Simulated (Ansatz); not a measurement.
**Au wire along [110], 7 atoms a period: bands by functional and under strain**

What gap, if any, does the Au wire along [110], 7 atoms a period have, and how does it change with the functional and under strain?

Method: DFT PBE, plane waves, PAW; relaxation of a wire's period, in the first sound run; inputs show where later runs differ, in Ansatz 0.2.0.

This is a report of a sequence of runs, with most program output left out.

## Step 1: The starting structure

The cell holds 7 atoms: 7 Au. Its edges and angles: a = 10.960 Å, b = 12.683 Å, c = 2.942 Å, α = 90.0°, β = 90.0°, γ = 90.0°. Vacuum lies along a and b. The structure's axis is c.

## Step 2: The relaxed wire

Band widths follow the bond lengths, so the wire is relaxed first. The atoms and the third cell vector are free; the box across stays fixed as vacuum. A Fermi-Dirac smearing is set since the result may be a metal. The pressure printed is a third of the stress's trace over the whole box, vacuum included; only the stress along the axis is relaxed.

Contents of input.yaml:

```yaml
crystal:
  lattice:
    - [10.96, 0.0, 0.0]
    - [0.0, 12.683, 0.0]
    - [0.0, 0.0, 2.9415642097]
  atoms:
    - { symbol: Au, position: [0.5, 0.731934749, 0.0] }
    - { symbol: Au, position: [0.5, 0.500005063, 0.0] }
    - { symbol: Au, position: [0.310218978, 0.38404022, 0.5] }
    - { symbol: Au, position: [0.310218978, 0.615969906, 0.5] }
    - { symbol: Au, position: [0.689781022, 0.38404022, 0.5] }
    - { symbol: Au, position: [0.689781022, 0.615969906, 0.5] }
    - { symbol: Au, position: [0.5, 0.268075376, 0.0] }
kpoints:
  mp_grid: { grid: [1, 1, 28] }
scf:
  occupations: { method: fermi_dirac, width: 0.05 }
hamiltonian:
  xc: pbe
relax:
  cell: { fix: [a, b, alpha, beta, gamma] }
  max_steps: 60
```

Launch:

```sh
ansatz run input.yaml --threads 8 --pin off --max-ram 16384MiB --backend cpu --events-out ev --progress --plain --runs-dir out
```

It took 24 s on 8 threads of Arm Neoverse V1, shared host; peak memory 1.5 GiB; 3 min of CPU time.

Step by step:

```
step  energy less that of the first step (eV)  largest force component (eV/Å)  pressure (GPa)  volume (Å³)
   1                                   0.0000                          0.4658           -2.40       408.89
   2                                  -0.3060                          0.5469            1.15       388.86
   3                                  -0.4285                          0.1066            0.02       385.91
   4                                  -0.4404                          0.0264            0.11       381.38
   5                                  -0.4417                          0.0070           -0.03       382.44
  6*                                  -0.4387                          0.0069           -0.03       382.44
```

Relaxation steps marked * repeat the geometry before them on a plane-wave basis chosen anew for their cell, so energy and pressure can jump there.

Forces are held to the 8 operations that the run works with; a distortion that breaks them can't arise in this run.

```
cell as run  before  after  change
      c (Å)   2.942  2.751  -6.5 %
```

The atoms that moved most (Å, along periodic axes as changes of fractional coordinates times the final cell, across vacuum about the mean position):

```
atom      dx      dy     dz  length
 Au7   0.000   0.032  0.000   0.032
 Au1   0.000  -0.032  0.000   0.032
 Au6   0.016  -0.020  0.000   0.026
 Au4  -0.016  -0.020  0.000   0.026
 Au5   0.016   0.020  0.000   0.026
 Au3  -0.016   0.020  0.000   0.026
```

Numbers from this step:

```yaml
energy_at_zero_smearing: -92041.4435 eV
cell_length_along_the_wire: 2.751 Å
```

The cell's length comes to 2.751 Å with spin left out.

## Step 3: The wire at its relaxed period

This step: DFT PBE, plane waves, PAW; channels and complex bands of a perfect wire (Ansatz 0.2.0).

At the relaxed period the Bloch states of the perfect wire are found at each energy: those that move forward count the open channels, and those that decay describe how a disturbance dies away inside the wire itself. An energy step of 0.035 eV is under the 0.039 eV that the program asks for its thermal average at 300 K.

Contents of input.yaml:

```yaml
crystal:
  lattice:
    - [10.96, 0.0, 0.0]
    - [0.0, 12.683, 0.0]
    - [0.0, 0.0, 2.7512737988]
  atoms:
    - { symbol: Au, position: [0.5, 0.729439601, 0.0] }
    - { symbol: Au, position: [0.5, 0.5, 0.0] }
    - { symbol: Au, position: [0.308733061, 0.385639186, 0.5] }
    - { symbol: Au, position: [0.308733061, 0.614360814, 0.5] }
    - { symbol: Au, position: [0.691266939, 0.385639186, 0.5] }
    - { symbol: Au, position: [0.691266939, 0.614360814, 0.5] }
    - { symbol: Au, position: [0.5, 0.270560399, 0.0] }
kpoints:
  mp_grid: { grid: [1, 1, 30] }
  band_path: { path: ["Γ", Z], npoints: 50 }
scf:
  occupations: { method: fermi_dirac, width: 0.05 }
hamiltonian:
  xc: pbe
output:
  transmission:
    e_range: [-2, 2]
    de: 0.035
    kmesh: [1, 1]
    reduced_basis: true
    leads: [[0, 0]]
  dos: { e_range: [-5, 4] }
  write_potential: true
  write_density: true
  volumetric_format: npy
  elf: true
```

It took 7 min on 8 threads; peak memory 4.4 GiB; 39 min of CPU time.

This step gave:

```
energy at zero smearing                                  : -92041.4388 eV
channels at the energy nearest the Fermi level, one spin : 6
conductance of the lead as this run defines it           : 5.998 G₀
band gap                                                 : 0 eV
```

The open channels of the lead, one spin by energy, zero at the Fermi level:

```
energy (eV)  open channels of the lead, one spin
      -2.00                                    8
      -1.90                                   12
      -1.79                                   10
      -1.69                                   12
      -1.58                                   12
      -1.48                                    8
      -1.37                                    6
      -1.23                                    5
      -1.12                                    4
      -1.02                                    5
      -0.92                                    5
      -0.81                                    5
      -0.70                                    5
      -0.60                                    5
      -0.49                                    5
      -0.39                                    5
      -0.28                                    5
      -0.18                                    5
      -0.07                                    6
      -0.01                                    6
       0.07                                    6
       0.17                                    6
       0.28                                    6
       0.38                                    6
       0.48                                    6
       0.59                                    6
       0.69                                    6
       0.80                                    6
       0.91                                    6
       1.01                                    7
       1.11                                    7
       1.22                                    7
       1.36                                    7
       1.47                                    7
       1.57                                    8
       1.68                                    8
       1.78                                    7
       1.89                                    8
       1.99                                    8
```

The slowest values at each energy, most degenerate partners merged, listed up to 1.5 1/Å. Table of Im kz of the slowest decaying states by energy, zero at the Fermi level:

```
energy (eV)  decay 1 (Å⁻¹)  decay 2 (Å⁻¹)  decay 3 (Å⁻¹)  decay 4 (Å⁻¹)
     -2.000         0.0191         0.0230         0.0482         0.0554
     -1.790         0.0527          0.155          0.192          0.237
     -1.615         0.0173         0.0905          0.235          0.257
     -1.405         0.0556          0.130          0.149          0.154
     -1.195         0.0680          0.148          0.159          0.195
     -0.985          0.138          0.172          0.203          0.219
     -0.810          0.216          0.223          0.224          0.237
     -0.600          0.196          0.238          0.293          0.299
     -0.390          0.152          0.244          0.310          0.310
     -0.215         0.0747          0.245          0.315          0.320
     -0.005          0.242          0.317          0.327          0.423
      0.205          0.233          0.314          0.330          0.399
      0.415          0.218          0.306          0.330          0.356
      0.590          0.201          0.294          0.304          0.328
      0.800          0.173          0.194          0.282          0.321
      1.010          0.132          0.261          0.312          0.485
      1.185         0.0741          0.239          0.301          0.481
      1.395        0.00884          0.204          0.285          0.473
      1.605          0.156          0.264          0.464          0.493
      1.815         0.0296         0.0709          0.238          0.452
```

Electronic bands along the path, in eV, zero at the Fermi level:

```
  point  band 63  band 64  band 65  band 66  band 67  band 68  band 69  band 70
      Γ    -1.56    -1.53    -1.39    -1.33    -1.07    -1.07    -0.17     0.93
halfway    -1.88    -1.65    -1.57    -1.33     0.08     0.33     1.35     1.87
      Z    -1.09     1.28     1.47     1.75     2.39     2.46     3.41     3.57
```

Electrostatic potential energy in the cb plane at fractional x = 0.500, with atoms of Au within 0.2 Å of it. With pseudopotentials it is smooth inside the atoms' cores, unlike the true potential.

Ten even steps from '0' (-47 eV) to '9' (8 eV), each cell a mean:
```
99999999999999
99999999999999
99999999999999
99999999999999
56788999998876
00125789875210
00003788873000
12347899987432
88889999999888
88899999999988
22357899987532
00003788873000
00024788874200
55678999998765
88999999999998
66788999998876
00125789875210
00003788873000
11247899987421
88899999999988
99999999999999
99999999999999
99999999999999
99999999999999
```
Columns run along c (2.8 Å; values clipped at the 3rd and 97th percentile), rows up along b (12.7 Å). Atoms in or near the plane, at fractional coordinates: Au at (0.00, 0.73), Au at (0.00, 0.50), Au at (0.00, 0.27).

Valence density in the cb plane at fractional x = 0.500, with atoms of Au within 0.2 Å of it. It is the smooth field of the valence electrons, not physical close to the nuclei.

Values in e/Å³, 24 rows by 14 columns, each cell a mean:
```
 0  0  0  0  0  0  0  0  0  0  0  0  0  0
 0  0  0  0  0  0  0  0  0  0  0  0  0  0
 0  0  0  0  0  0  0  0  0  0  0  0  0  0
 0  0  0  0  0  0  0  0  0  0  0  0  0  0
 1  1  1  1  0  0  0  0  0  0  0  1  1  1
 9  8  6  3  1  1  0  0  0  1  1  3  6  8
13 12  9  5  2  1  0  0  0  1  2  5  9 12
 5  5  3  2  1  0  0  0  0  0  1  2  3  5
 1  1  0  0  0  0  0  0  0  0  0  0  0  1
 0  0  0  0  0  0  0  0  0  0  0  0  0  0
 4  4  3  2  1  0  0  0  0  0  1  2  3  4
13 11  8  5  2  1  0  0  0  1  2  5  8 11
10  9  6  4  2  1  0  0  0  1  2  4  6  9
 2  2  1  1  0  0  0  0  0  0  0  1  1  2
 0  0  0  0  0  0  0  0  0  0  0  0  0  0
 1  1  1  1  0  0  0  0  0  0  0  1  1  1
 9  8  6  3  1  1  0  0  0  1  1  3  6  8
13 12  9  5  2  1  0  0  0  1  2  5  9 12
 5  5  3  2  1  0  0  0  0  0  1  2  3  5
 1  0  0  0  0  0  0  0  0  0  0  0  0  0
 0  0  0  0  0  0  0  0  0  0  0  0  0  0
 0  0  0  0  0  0  0  0  0  0  0  0  0  0
 0  0  0  0  0  0  0  0  0  0  0  0  0  0
 0  0  0  0  0  0  0  0  0  0  0  0  0  0
```
Columns run along c (2.8 Å), rows up along b (12.7 Å). Atoms in or near the plane, at fractional coordinates: Au at (0.00, 0.73), Au at (0.00, 0.50), Au at (0.00, 0.27).

ELF in the cb plane at fractional x = 0.500, with atoms of Au within 0.2 Å of it. It is the smooth field of the valence electrons, not physical close to the nuclei.

Ten even steps from '0' (0.00) to '9' (0.73), each cell a mean:
```
00000000000000
00000000000000
11111100011111
33322211122233
55543322233455
88765433345678
99875433345789
77654322234567
33332211122333
33222111112223
66654322234566
99876433346789
88775432345778
55543221223455
22221111111222
55443221223445
88765322235678
99876433346789
77664333334667
44433322233344
22222111112222
11100000000011
00000000000000
00000000000000
```
Columns run along c (2.8 Å), rows up along b (12.7 Å). Atoms in or near the plane, at fractional coordinates: Au at (0.00, 0.73), Au at (0.00, 0.50), Au at (0.00, 0.27).

By hand: the program gives 3.3435 × 10^14 S/m² over the cell's cross-section of 139.01 Å² = 1.390 × 10^-18 m², so one cell conducts 4.648 × 10^-4 S. Divided by G0 = 2e²/h = 7.748 × 10^-5 S this is 6.00 G0, a resistance of 2.15 kΩ.

At the computed energy nearest the Fermi level there are 6 channels a spin, and the thermal average gives 6.00 G₀.

## Step 4: Levels at the same atoms, level LDA, cutoff 420 eV

This step: DFT LDA, plane waves, PAW; bands of a perfect wire at the PBE geometry (Ansatz 0.2.0).

The atoms stay at the PBE geometry and the functional changes. At fixed atoms LDA and the gradient-corrected functionals usually give like bands; this run checks that. Against the first PBE run of this kind, the mesh along the wire has 22 points against 30.

input.yaml, the sections that differ from step 3:

```yaml
kpoints:
  mp_grid: { grid: [1, 1, 22] }
  band_path: { path: ["Γ", Z], npoints: 50 }
hamiltonian:
  xc: lda
# crystal, scf: as in step 3
# output: removed
```

Run time: 11 s. Hardware: 8 threads; peak memory 1.6 GiB; 84 s of CPU time.

Numbers from this step:

```yaml
energy_at_zero_smearing: -90048.6495 eV
```

Electronic bands along the path, in eV, zero at the Fermi level:

```
  point  band 63  band 64  band 65  band 66  band 67  band 68  band 69  band 70
      Γ    -1.57    -1.55    -1.40    -1.35    -1.13    -1.13    -0.22     0.86
halfway    -1.88    -1.69    -1.59    -1.37     0.00     0.25     1.28     1.78
      Z    -1.12     1.19     1.38     1.66     2.29     2.36     3.31     3.46
```

Bands cross the Fermi level, as under PBE at the relaxed period.

## Step 5: Another level of theory, level PBEsol, cutoff 420 eV

This step: DFT PBEsol, plane waves, PAW; bands of a perfect wire at the PBE geometry (Ansatz 0.2.0).

Edit input.yaml of step 4 so:

```diff
@@ -19,2 +19,2 @@
 hamiltonian:
-  xc: lda
+  xc: pbesol
```

Run time: 11 s. Hardware: 8 threads; peak memory 1.6 GiB.

Bands cross the Fermi level, as under PBE at the relaxed period.

## Step 6: Levels at the same atoms, level r2SCAN, cutoff 500 eV

This step: DFT r2SCAN, plane waves, PAW; bands of a perfect wire at the PBE geometry (Ansatz 0.2.0).

The atoms stay at the PBE geometry and the functional changes. r2SCAN also reads the kinetic-energy density; it often gives larger moments and wider gaps than PBE, at a higher cost. Against the first PBE run of this kind, the cutoff is 500 eV against 420 and the mesh along the wire has 22 points against 30.

Edit input.yaml of step 5 so:

```diff
@@ -19,2 +19,2 @@
 hamiltonian:
-  xc: pbesol
+  xc: r2scan
```

Wall time 19 s (8 threads); peak memory 2.5 GiB.

The electronic bands at the labelled points (eV, zero at the Fermi level):

```
  point  band 64  band 65  band 66  band 67  band 68  band 69  band 70  band 71
      Γ    -1.83    -1.68    -1.62    -1.21    -1.21    -0.22     0.89     1.33
halfway    -1.89    -1.85    -1.53     0.00     0.24     1.34     1.88     3.93
      Z     1.27     1.44     1.85     2.44     2.50     3.53     3.62     4.29
```

Bands cross the Fermi level, as under PBE at the relaxed period.

## Step 7: Two-component spinors

This step: DFT PBE, plane waves, fully relativistic PAW; bands of a perfect wire with spin-orbit coupling (Ansatz 0.2.0).

Spin-orbit coupling mixes the spins and splits bands that cross or touch without it, so it can open or close channels. Fully relativistic datasets take the place of the scalar ones. Against the first PBE run of this kind, the mesh along the wire has 19 points against 30.

Edit input.yaml of step 6 so:

```diff
@@ -14,3 +14,3 @@
 kpoints:
-  mp_grid: { grid: [1, 1, 22] }
+  mp_grid: { grid: [1, 1, 19] }
   band_path: { path: ["Γ", Z], npoints: 50 }
@@ -19,2 +19,6 @@
 hamiltonian:
-  xc: r2scan
+  xc: pbe
+  pseudopotentials: { kind: paw_fr }
+magnetization:
+  noncollinear: true
+  spin_orbit: true
```

Run time: 2.9 min. Hardware: 8 threads; peak memory 6.6 GiB; 23 min of CPU time.

This step gave:

```yaml
energy_at_zero_smearing: -92303.6536 eV
```

The electronic bands at the labelled points (eV, zero at the Fermi level):

```
  point  band 127  band 128  band 133  band 134  band 135  band 136  band 137  band 138
      Γ     -1.39     -1.39     -0.99     -0.99     -0.86     -0.86     -0.18     -0.18
halfway     -1.61     -1.61     -0.04     -0.04      0.33      0.33      1.29      1.29
      Z      1.18      1.18      2.20      2.20      2.27      2.27      3.12      3.12
```

Bands cross the Fermi level, as under PBE at the relaxed period, with no moment.

## Step 8: At a strained period, period over the relaxed period 0.97, k-mesh 1×1×23

This step: DFT PBE, plane waves, PAW; relaxation at a fixed period (Ansatz 0.2.0).

The period is set to 0.97 times the relaxed one and the atoms relax within it: strain changes bond lengths and angles, which shifts the bands against each other. Against the first PBE run of this kind, the mesh along the wire has 23 points against 30.

The cell differs from the one that the last finished run ended in (c 2.751 → 2.669 Å).

Edit input.yaml of step 7 so:

```diff
@@ -4,3 +4,3 @@
     - [0.0, 12.683, 0.0]
-    - [0.0, 0.0, 2.7512737988]
+    - [0.0, 0.0, 2.6687355848]
   atoms:
@@ -14,3 +14,3 @@
 kpoints:
-  mp_grid: { grid: [1, 1, 19] }
+  mp_grid: { grid: [1, 1, 23] }
   band_path: { path: ["Γ", Z], npoints: 50 }
@@ -20,5 +20,6 @@
   xc: pbe
-  pseudopotentials: { kind: paw_fr }
-magnetization:
-  noncollinear: true
-  spin_orbit: true
+relax:
+  max_steps: 40
+  f_tol: 0.02
+output:
+  stress: true
```

Elapsed: 18 s, on 8 threads; peak memory 1.6 GiB.

[end of part 1 of 2]

[Logs are printed without paths, hosts, clocks, repeated set-up lines and the standing remarks that a program may print on its own settings, such as how far it seeks lower states.]

[Hosts, paths, dates, database ids (printed as entryN), source tags and the programs' standing remarks are cut or masked in the printed files.]
